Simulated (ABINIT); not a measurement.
```json
{"subject": "How the form of the self-energy moves the gap of CdS (Greenockite)", "lattice_ang": [[4.137, -0.0, 0.0], [-2.0685, 3.5827, 0.0], [0.0, 0.0, 6.7144]], "atoms": [["Cd", 0.6667, 0.3333, 0.0], ["Cd", 0.3333, 0.6667, 0.5], ["S", 0.6667, 0.3333, 0.375], ["S", 0.3333, 0.6667, 0.875]], "method": "RPA screening on PBE, plane waves, norm-conserving pseudopotentials (and 3 further levels or steps)", "program": "ABINIT 10.8.3", "settings": "cutoff 47 Ha, PseudoDojo scalar-relativistic 0.4.1 standard, norm-conserving, potential set dojo-sr-pbe-0.4.1-standard, ngkpt (3, 3, 2), nband 164, ecuteps 5.6 Ha, gwcalctyp 1, nfreqim 16, inclvkb 2, shiftk (0, 0, 0), symchi 1, awtr 1, frequency ac, 3×3×2 k-mesh", "notes": "The database entry behind the starting cell differs from other determinations. The program’s warnings: nproc spkpt=  >= nkpt= * nsppol=. The cell and positions come from the Crystallography Open Database and are kept as given unless a step says otherwise. Limits: no spin-orbit coupling. The 3×3×2 mesh is coarse for this cell, which bears on the long-range parts of exchange and screening.", "results": {"g0w0_godby_needs_plasmon_pole": "2.034 eV", "g0w0_hybertsen_louie_plasmon_pole": "2.178 eV", "g0w0_von_der_linden_horsch_plasmon_pole": "2.006 eV", "g0w0_engel_farid_plasmon_pole": "1.980 eV", "one_shot_hartree_fock": "8.268 eV", "g0w0_analytic_continuation": "1.787 eV", "known_limits": "short of the basis limit; no spin-orbit coupling; coarse k mesh"}}
```

[Long decimals in the printed logs are rounded to 6 places.]

[Logs are printed without paths, hosts, clocks, repeated set-up lines and the standing remarks that a program may print on its own settings, such as how far it seeks lower states.]

[Paths, hosts, dates, memory and timing lines, banners, echoed tables and standing remarks are left out of the program output; an Ansatz launch command may be rebuilt from the run's recorded settings. Measured values are a selection of at most five: reports struck by readers or far from the other reports are left out. None is set beside runs whose start may be inverted or whose files or cutoffs have a known fault.]

[Runs of the session that timed out or met a known fault of the program may be left out.]

[Hosts, paths, dates, database ids (printed as entryN), source tags and the programs' standing remarks are cut or masked in the printed files.]

[G0W0 gaps are taken among the corrected bands and points alone; a level outside them can change the order at an edge.]

[Where Ansatz stands beside ABINIT at settings called matched, ABINIT's density can come from a denser mesh and the files from another edition; pairs whose starting gaps differed by over 0.03 eV were left out, so agreement reads better than it is.]
